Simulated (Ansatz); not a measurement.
# BP (F-43m):S_P-In_B, thermodynamic levels from a 54-atom cell

Charge states of S_P-In_B in BP (F-43m), set against the band edges. Model: a cell of 54 host atoms with 1 P and 1 B taken out and 1 S and 1 In put in.

Main program and level: Ansatz 0.2.0; place-levels on r2SCAN runs: charge-transition levels and formation energies with image-charge correction and potential alignment at the atomic sites; PAW set soft_1.

## (1) The starting structure

The cell holds 54 atoms: 26 B, 26 P, 1 S and 1 In. Cell: a = 9.623 Å, b = 9.623 Å, c = 9.623 Å, α = 60.0°, β = 60.0°, γ = 60.0°. It derives from BP (space group F-43m). Nearest the centre at fractional (0.292, 0.625, 0.625): In35 at 0.98 Å, S10 at 0.98 Å, P16 at 2.47 Å, P12 at 2.47 Å, P28 at 2.47 Å, B17 at 2.47 Å, B33 at 2.47 Å, B29 at 2.47 Å.

Structure file:

```xyz
54
Lattice="0.0000 6.8046 6.8046 6.8046 0.0000 6.8046 6.8046 6.8046 0.0000" Properties=species:S:1:pos:R:3 pbc="T T T"
B     0.0000    0.0000    0.0000
P     3.4023    3.4023    3.4023
B     2.2682    2.2682    0.0000
P     5.6705    5.6705    3.4023
B     4.5364    4.5364    0.0000
P     7.9386    7.9386    3.4023
B     2.2682    0.0000    2.2682
P     5.6705    3.4023    5.6705
B     4.5364    2.2682    2.2682
S     7.9386    5.6705    5.6705
B     6.8046    4.5364    2.2682
P    10.2068    7.9386    5.6705
B     4.5364    0.0000    4.5364
P     7.9386    3.4023    7.9386
B     6.8046    2.2682    4.5364
P    10.2068    5.6705    7.9386
B     9.0727    4.5364    4.5364
P    12.4750    7.9386    7.9386
B     0.0000    2.2682    2.2682
P     3.4023    5.6705    5.6705
B     2.2682    4.5364    2.2682
P     5.6705    7.9386    5.6705
B     4.5364    6.8046    2.2682
P     7.9386   10.2068    5.6705
B     2.2682    2.2682    4.5364
P     5.6705    5.6705    7.9386
B     4.5364    4.5364    4.5364
P     7.9386    7.9386    7.9386
B     6.8046    6.8046    4.5364
P    10.2068   10.2068    7.9386
B     4.5364    2.2682    6.8046
P     7.9386    5.6705   10.2068
B     6.8046    4.5364    6.8046
P    10.2068    7.9386   10.2068
In    9.0727    6.8046    6.8046
P    12.4750   10.2068   10.2068
B     0.0000    4.5364    4.5364
P     3.4023    7.9386    7.9386
B     2.2682    6.8046    4.5364
P     5.6705   10.2068    7.9386
B     4.5364    9.0727    4.5364
P     7.9386   12.4750    7.9386
B     2.2682    4.5364    6.8046
P     5.6705    7.9386   10.2068
B     4.5364    6.8046    6.8046
P     7.9386   10.2068   10.2068
B     6.8046    9.0727    6.8046
P    10.2068   12.4750   10.2068
B     4.5364    4.5364    9.0727
P     7.9386    7.9386   12.4750
B     6.8046    6.8046    9.0727
P    10.2068   10.2068   12.4750
B     9.0727    9.0727    9.0727
P    12.4750   12.4750   12.4750
```

Screening for the image-charge correction: ε∞ = 9.31, ε0 = 9.42, computed on the host (DFPT, PBEsol, on the r2SCAN cell), and a cell off the functional's own equilibrium shifts the ionic part.

The cell's shortest repeat is 9.6 Å.

## (2) What was run first

A transition level is the Fermi level at which two charge states cost the same, so each charge needs its own total energy, at its own relaxed structure.

Each atom starts 0.05 Å or so off its site in a random direction: a symmetric start keeps its symmetry, and would miss off-centre moves and Jahn–Teller distortions. Forces are taken on a 2×2×2 shifted mesh. The cell holds 1 electron more than the neutral one, with a uniform background that keeps it neutral on the whole.

The sampling was tested on the host first: at the k-points planned (1x1x1 shifted 0.25 0.25 0.25) its energy lies 0.152 eV an atom from the dense-mesh value, so the final energies take a denser sampling.

One state's input; the others differ in charge, spin, start and seed, and in occupations where the table says so.

Input file qm1.relax/input.yaml:

```yaml
crystal:
  lattice:
    - [0.0, 2.26818541, 2.26818541]
    - [2.26818541, 0.0, 2.26818541]
    - [2.26818541, 2.26818541, 0.0]
  atoms:
    - { symbol: B, position: [0.0, 0.0, 0.0] }
    - { symbol: P, position: [0.75, 0.75, 0.75] }
  supercell: [3, 3, 3]
  defects:
    - { substitution: { at: 9, symbol: S } }
    - { substitution: { at: 34, symbol: In } }
total_charge: -1
basis:
  ecutwfc: 500
  xc_grid: 2
hamiltonian:
  xc: r2scan
  pseudopotentials: { kind: paw, azcp: { folder: soft_1 } }
kpoints:
  mp_grid: { grid: [2, 2, 2], shift: [0.5, 0.5, 0.5] }
scf:
  occupations: { method: fixed }
  max_iter: 60
output:
  forces: true
  charged_corrections:
    epsilon: 9.31
    static_epsilon: 9.42
    defect_position: [0.291667, 0.625, 0.625]
relax:
  f_tol: 0.02
  max_steps: 80
  random_displacement: { amplitude: 0.05, seed: 2422 }
checkpoint:
  write: "../qm1.relax.run"
  compress: false
  write_wavefunctions: true
  write_every: 100000
```

Command:

```
$ ansatz run input.yaml --threads 4 --pin off --max-ram 7536MiB --backend cpu --events-out ev --progress --plain --runs-dir out
```

The run of this state that the levels use, under r2SCAN:

Input file qm1.point/input.yaml:

```yaml
crystal:
  checkpoint: "../qm1.relax.run"
  host: checkpoint
total_charge: -1
basis:
  ecutwfc: 500
  xc_grid: 2
hamiltonian:
  xc: r2scan
  pseudopotentials: { kind: paw, azcp: { folder: soft_1 } }
kpoints:
  mp_grid: { grid: [2, 2, 2], shift: [0.5, 0.5, 0.5] }
scf:
  occupations: { method: fixed }
  max_iter: 60
output:
  forces: true
  eigenvalues: true
  charged_corrections:
    epsilon: 9.31
    static_epsilon: 9.42
    defect_position: [0.291667, 0.625, 0.625]
  eigenstates: { localisation: true }
  populations: true
  band_densities: [{ bands: [v1, v1] }, { bands: [c1, c1] }]
  write_density: true
  write_potential: true
  volumetric_format: npy
  elf: true
checkpoint:
  read: "../qm1.relax.run"
  write: "../qm1.point.run"
  compress: false
  write_wavefunctions: false
  write_every: 100000
```

Relaxations under r2SCAN at a 2×2×2 shifted mesh; times on 4 threads of Arm Neoverse V1, shared host:

```tsv
charge	moment (μB)	occupations	outcome	steps	largest displacement against the far atoms (Å)	time
−1	0	fixed	converged	6	0.35	2.8 min
0	1	fixed	converged	5	0.34	6.3 min
+1	0	fixed	converged	6	0.34	2.8 min
+2	1	fixed	converged	12	0.37	13 min
−1	2	fixed	converged	7	0.35	8.7 min
```

Single points under r2SCAN at a 2×2×2 shifted mesh; times on 4 threads of Arm Neoverse V1, shared host:

```tsv
charge	moment (μB)	occupations	outcome	time
−1	0	fixed	converged	40 s
0	1	fixed	converged	86 s
+1	0	fixed	converged	27 s
+2	1	fixed	converged	56 s
−1	2	fixed	converged	57 s
```

Distances (Å) from the ideal centre to the nearest atoms after relaxation with r2SCAN:

```tsv
charge	moment (μB)	1.	2.	3.	4.	5.	6.
−1	0	In 1.00	S 1.33	B 2.54	B 2.54	B 2.55	P 2.77
−1	2	In 1.00	S 1.33	B 2.55	B 2.55	B 2.55	P 2.78
0	1	In 1.03	S 1.30	B 2.53	B 2.54	B 2.54	P 2.78
+1	0	In 1.06	S 1.27	B 2.52	B 2.53	B 2.54	P 2.78
+2	1	In 1.06	S 1.27	B 2.53	B 2.53	B 2.53	P 2.81
```

## (3) place-levels, r2SCAN

A charged cell interacts with its images and the background, and its potential has another zero than the host's. place-levels removes the first by a point-charge model, screened by the static dielectric constant since the ions have relaxed around the charge, and the second by comparing potentials at atoms far from the defect.

The host is a run of the defect-free crystal in the same cutoffs, grids and k-points, so that basis and sampling errors cancel in part in the differences. The host is run in a cell of 2 atoms on a matching mesh. Its band edges are searched through the zone by a band path, so the gap is smaller than, or equal to, that on the mesh. Chemical potentials are energies per atom of P (black phosphorus), S (S12 rings, Pnnm, not the stable S8 form), B (alpha-rhombohedral (B12)) and In (body-centred tetragonal), run with the same functional and cutoff.

Input file levels.point.yaml:

```yaml
host:
  run: host.point.run
states: [qm1.point.run, q0_M1.point.run, qp1.point.run, qp2_M1.point.run, qm1_M2.point.run]
geometry_from:
  qm1.point.run: qm1.relax.run
  q0_M1.point.run: q0_M1.relax.run
  qp1.point.run: qp1.relax.run
  qp2_M1.point.run: qp2_M1.relax.run
  qm1_M2.point.run: qm1_M2.relax.run
  host.point.run: host.relax.run
chemical_potentials:
  P:
    energy: -759.166194
    dataset: "<sha256 of the dataset>"
  S:
    energy: -905.804739
    dataset: "<sha256 of the dataset>"
  B:
    energy: -156.554104
    dataset: <sha256 of the dataset>
  In:
    energy: -5611.882005
    dataset: <sha256 of the dataset>
epsilon: 9.31
static_epsilon: 9.42
vertical:
  - { from: qm1.point.run, to: qm1.point_neutral.run }
  - { from: qp1.point.run, to: qp1.point_neutral.run }
  - { from: qp2_M1.point.run, to: qp2_M1.point_neutral.run }
  - { from: qm1_M2.point.run, to: qm1_M2.point_neutral.run }
```

Command:

```
$ ansatz place-levels levels.point.yaml -- --threads 4 --pin off --max-ram 7536MiB
```

Numbers of over 12 decimals in the logs are rounded to 6 here.

Output:

```text
[... repeated set-up lines and file paths are left out, and long positions are rounded to six places ...]
(+2/+1) 0.053 eV beneath the valence edge (-0.651 eV without the band-filling correction), in the valence band
(+1/0) 1.366 eV above the valence edge, 0.041 eV under the conduction edge
(0/-1) 1.446 eV above the valence edge (+1.734 eV without the band-filling correction), in the conduction band
formation energy of charge +2: +5.036 eV with the Fermi level at the valence edge
formation energy of charge +1: +4.983 eV with the Fermi level at the valence edge
formation energy of charge 0: +6.349 eV with the Fermi level at the valence edge
formation energy of charge -1: +7.795 eV with the Fermi level at the valence edge
vertical -1 to 0: no energy, since no alignment is typed
  the change from vertical[0].from (qm1.point.run) to vertical[0].to (qm1.point_neutral.run): by its potential at epsilon 9.31 it stands at 0.188 0.523 0.523, with an rms radius of about 4.9 Å (2.8 2.8 2.8 Å across the planes of the cell's vectors); [...]
vertical +1 to 0: no energy, since no alignment is typed
  the change from vertical[1].from (qp1.point.run) to vertical[1].to (qp1.point_neutral.run): by its potential at epsilon 9.31 it stands at 0.206 0.542 0.541, with an rms radius of about 4.7 Å (2.7 2.7 2.7 Å across the planes of the cell's vectors); [...]
vertical +2 to 0: no energy, since no alignment is typed
  the change from vertical[2].from (qp2_M1.point.run) to vertical[2].to (qp2_M1.point_neutral.run): by its potential at epsilon 9.31 it stands at 0.257 0.596 0.590, with an rms radius of about 3.9 Å (2.2 2.4 2.2 Å across the planes of the cell's vectors); [...]
vertical -1 to 0: no energy, since no alignment is typed
  the change from vertical[3].from (qm1_M2.point.run) to vertical[3].to (qm1_M2.point_neutral.run): by its potential at epsilon 9.31 it stands at 0.214 0.553 0.559, with an rms radius of about 3.9 Å (2.3 2.3 2.3 Å across the planes of the cell's vectors); [...]
  edges by r2scan, gap 1.407 eV; the host is sampled to repeats of 19.25 Å
  the defect's cells are sampled to repeats of 19.25 Å, like sampling
  charge +2: -30365.3816 eV with its correction of +1.612 eV, at epsilon 9.42, aligned at sites: +0.2911 eV, mean over 16 atomic sites at or beyond 4.81 Å from the defect at [0.2917, 0.6250, 0.6250], with +0.000000 for the charge's moments and without [...]
  charge +1: -30356.8035 eV with its correction of +0.633 eV, at epsilon 9.42, aligned at sites: +0.3754 eV, mean over 16 atomic sites at or beyond 4.81 Å from the defect at [0.2917, 0.6250, 0.6250], with -0.000000 for the charge's moments and without [...]
  charge 0: +0.000 eV for its dipole among its images, +0.141 omitted
  charge -1: -30335.2446 eV with its correction of -0.275 eV, at epsilon 9.42, aligned at sites: +0.5322 eV, mean over 16 atomic sites at or beyond 4.81 Å from the defect at [0.2917, 0.6250, 0.6250], with -0.000000 for the charge's moments and without [...]
  charge -1: states[4] (qm1_M2.point.run) stands 0.513 eV higher, with a moment of 2.00 μB against 0.00
  of states[3] (qp2_M1.point.run): it parts from the run at its places by a charge that spreads by about 2.4 Å along one vector (1.4 Å or more is wide), by its potential at epsilon 9.31, taken for that of held ions (one typed too small widens it), where the [...]
  of states[2] (qp1.point.run): it parts from the run at its places by a charge that spreads by about 2.7 Å along one vector (1.4 Å or more is wide), by its potential at epsilon 9.31, taken for that of held ions (one typed too small widens it), where the cell [...]
  of states[1] (q0_M1.point.run): the far atoms show a dipole or second moment of the defect's charge, for which the correction takes or leaves out 0.141 eV: further moments aren't read, and the relaxed atoms' own pattern can pass for one, so compare a larger [...]
  of states[0] (qm1.point.run): it parts from the run at its places by a charge that spreads by about 2.8 Å along one vector (1.4 Å or more is wide), by its potential at epsilon 9.31, taken for that of held ions (one typed too small widens it), where the cell [...]
  of states[4] (qm1_M2.point.run): it parts from the run at its places by a charge that spreads by about 2.3 Å along one vector (1.4 Å or more is wide), by its potential at epsilon 9.31, taken for that of held ions (one typed too small widens it), where the [...]
  of vertical[0].from (qm1.point.run): it parts from the run at its places by a charge that spreads by about 2.8 Å along one vector (1.4 Å or more is wide), by its potential at epsilon 9.31, taken for that of held ions (one typed too small widens it), where [...]
  of vertical[0].to (qm1.point_neutral.run): stability_check_not_made
  of vertical[1].from (qp1.point.run): it parts from the run at its places by a charge that spreads by about 2.7 Å along one vector (1.4 Å or more is wide), by its potential at epsilon 9.31, taken for that of held ions (one typed too small widens it), where [...]
  of vertical[1].to (qp1.point_neutral.run): stability_check_not_made
  of vertical[2].from (qp2_M1.point.run): band_overlap_at_count; stability_check_not_made; of the run under geometry_from: band_overlap_at_count; [...]
  of vertical[2].to (qp2_M1.point_neutral.run): stability_check_not_made
  of vertical[3].from (qm1_M2.point.run): its moments are held at its close (magnetization.spin_locking), by a field of 0.269 eV a Bohr magneton, and its energy and levels are of the state that this holds: a run that lets them go can end lower; [...]
  of vertical[3].to (qm1_M2.point_neutral.run): stability_check_not_made
```

The job ended after 0.55 s (4 threads of Arm Neoverse V1, shared host).

Levels between the charges placed, in eV above the valence top:

```tsv
	gap (eV)	(+2/+1)	(+1/0)	(0/−1)
r2SCAN	1.41	-0.05	1.37	1.45
```

Corrections by state:

```tsv
charge	moment (μB)	image terms and alignment (eV)	band filling (eV)	ε used	over the lowest of its charge, as the program ranks them, band filling apart (eV)
+2	1.0	1.612	-0.598	9.42	0.000
+1	0.0	0.633	-	9.42	0.000
0	1.0	0.000	-	-	0.000
−1	0.0	-0.275	-0.288	9.42	0.000
−1	2.0	-0.263	-	9.42	0.513
```

The charged structures listed were also run neutral, and place-levels reads from each pair, by the potential or the spins, how wide the charge is by which they differ; that can be the carrier of either run.

```tsv
charge	rms radius (Å)	spread where it is widest against the cell (Å)	wide from (Å)	reading
+2	3.9	2.43	1.36	wide
+1	4.7	2.69	1.36	wide
−1	4.9	2.82	1.36	wide
```

The neutral runs of these pairs need not share the spin of the lowest neutral state, and very wide values only mean spread over the cell.

From the program's caveats on the states, each cut to its opening words:

- charge +2 (1 μB): it parts from the run at its places by a charge that spreads by about 2.4 Å along one vector (1.4 Å or more is wide), by its potential at epsilon 9.31, taken [...]
- charge +2 (1 μB): a band-filling correction moves a carrier to the host's band edge, which changes its energy by -0.598 eV
- charge +2 (1 μB), −1 (2 μB): filled levels lie above empty ones at the fixed electron count
- charge +2 (1 μB), 0 (1 μB), −1 (2 μB): flagged: stability check not made
- charge +1: it parts from the run at its places by a charge that spreads by about 2.7 Å along one vector (1.4 Å or more is wide), by its potential at epsilon 9.31, taken [...]
- charge +1: the far atoms show a dipole or second moment of the defect's charge, for which the correction takes or leaves out 0.252 eV: further moments aren't read, and [...]
- charge 0 (1 μB): the far atoms show a dipole or second moment of the defect's charge, for which the correction takes or leaves out 0.141 eV: further moments aren't read, and [...]
- charge −1: it parts from the run at its places by a charge that spreads by about 2.8 Å along one vector (1.4 Å or more is wide), by its potential at epsilon 9.31, taken [...]
- charge −1: a band-filling correction moves a carrier to the host's band edge, which changes its energy by -0.288 eV
- charge −1: the far atoms show a dipole or second moment of the defect's charge, for which the correction takes or leaves out 0.082 eV: further moments aren't read, and [...]
- charge −1 (2 μB): it parts from the run at its places by a charge that spreads by about 2.3 Å along one vector (1.4 Å or more is wide), by its potential at epsilon 9.31, taken [...]
- charge −1 (2 μB): the far atoms show a dipole or second moment of the defect's charge, for which the correction takes or leaves out 0.157 eV: further moments aren't read, and [...]
- charge −1 (2 μB): its moments are held at its close (magnetization.spin_locking), by a field of 0.269 eV a Bohr magneton, and its energy and levels are of the state that this [...]

The host's formation energy from the elements is -0.484 eV per atom; it sets how far the chemical potentials can move.

Limit set by the element alone; other compounds of these elements are not counted. Chemical potentials from the elements' reference states: B 0.00 eV, P -0.97 eV, S 0.00 eV, In 0.00 eV. Formation energies (B-rich), with the Fermi level at the valence top and at the conduction bottom (gap 1.41 eV):

```tsv
charge	at valence top (eV)	at conduction bottom (eV)	correction included (eV)
+2	4.07	6.88	1.01
+1	4.01	5.42	0.63
0	5.38	5.38	0.00
−1	6.83	5.42	-0.56
```

```tsv
Fermi level (eV)	lowest formation energy (eV)
0.00	4.01
0.13	4.14
0.26	4.27
0.38	4.40
0.51	4.53
0.64	4.65
0.77	4.78
0.90	4.91
1.02	5.04
1.15	5.17
1.28	5.29
1.41	5.38
```

Limit set by the element alone; other compounds of these elements are not counted. Chemical potentials from the elements' reference states: P 0.00 eV, B -0.97 eV, S 0.00 eV, In 0.00 eV. Formation energies (P-rich), with the Fermi level at the valence top and at the conduction bottom (gap 1.41 eV):

```tsv
charge	at valence top (eV)	at conduction bottom (eV)	correction included (eV)
+2	4.07	6.88	1.01
+1	4.01	5.42	0.63
0	5.38	5.38	0.00
−1	6.83	5.42	-0.56
```

(Fermi level (eV), lowest formation energy (eV)): (0.00, 4.01), (0.13, 4.14), (0.26, 4.27), (0.38, 4.40), (0.51, 4.53), (0.64, 4.65), (0.77, 4.78), (0.90, 4.91), (1.02, 5.04), (1.15, 5.17), (1.28, 5.29), (1.41, 5.38)

## (4) Outcome

* gap of the host: 1.41 eV (r2SCAN)
* level (plus 2/plus 1): 0.05 eV below the valence top (-0.65 eV above the valence top without the band-filling term)
* level (plus 1/0): 1.37 eV above the valence top
* level (0/minus 1): 1.45 eV above the valence top, past the conduction bottom (1.73 eV above the valence top without the band-filling term)
* lowest of the charges placed, just above the valence top (0.02 eV): +1
* lowest of the charges placed, just below the conduction bottom (0.02 eV): 0
* lowest formation energy at mid-gap of the charges run, B-rich: 4.72 eV
* lowest formation energy at mid-gap of the charges run, P-rich: 4.72 eV

Of the charges placed (−1, 0, +1 and +2), the lowest changes at 1.37 eV (+1/0) above the valence top, in a gap of 1.41 eV. (+1/0) lies nearer to a band edge than the share of the finite-size correction in it (0.63 eV), and that correction holds for a localised charge alone. (+1/0) lies 0.04 eV from a band edge, less than the doubt on such levels. States placed: +2 at 1 μB; +1 at 0 μB; 0 at 1 μB; −1 at 0 μB and 2 μB. Other spin states or structures, where not listed, weren't placed. The program finds carriers beyond a band edge of the host and adds a band-filling term at charge −1 (-0.29 eV) and +2 (-0.60 eV); steps to such a charge show no bound level, and a defect level inside a band would be read the same way. Corrections reach 1.6 eV, so the cell is small for these charges and their levels are rough. S and In is taken at its element; compounds, which aren't counted here, bound the chemical potentials and would shift these formation energies. What this leaves open: r2SCAN makes the gap too small and tends to spread out bound carriers; spin–orbit coupling, which can matter with heavy atoms, is left out.

[Logs are printed without paths, hosts, clocks, repeated set-up lines and the standing remarks that a program may print on its own settings, such as how far it seeks lower states.]

[Hosts, paths, dates, database ids (printed as entryN), source tags and the programs' standing remarks are cut or masked in the printed files.]

[Where a table of states has a column of steps, it counts the stored structures, which are thinned; the runs took as many ionic steps or more.]

[A defect's name tells the site on which it was built; relaxed atoms can leave that site.]

[For some hosts the program warned that the k-mesh of the response run may be too coarse for force constants and the static dielectric constant; such warnings are not shown here.]
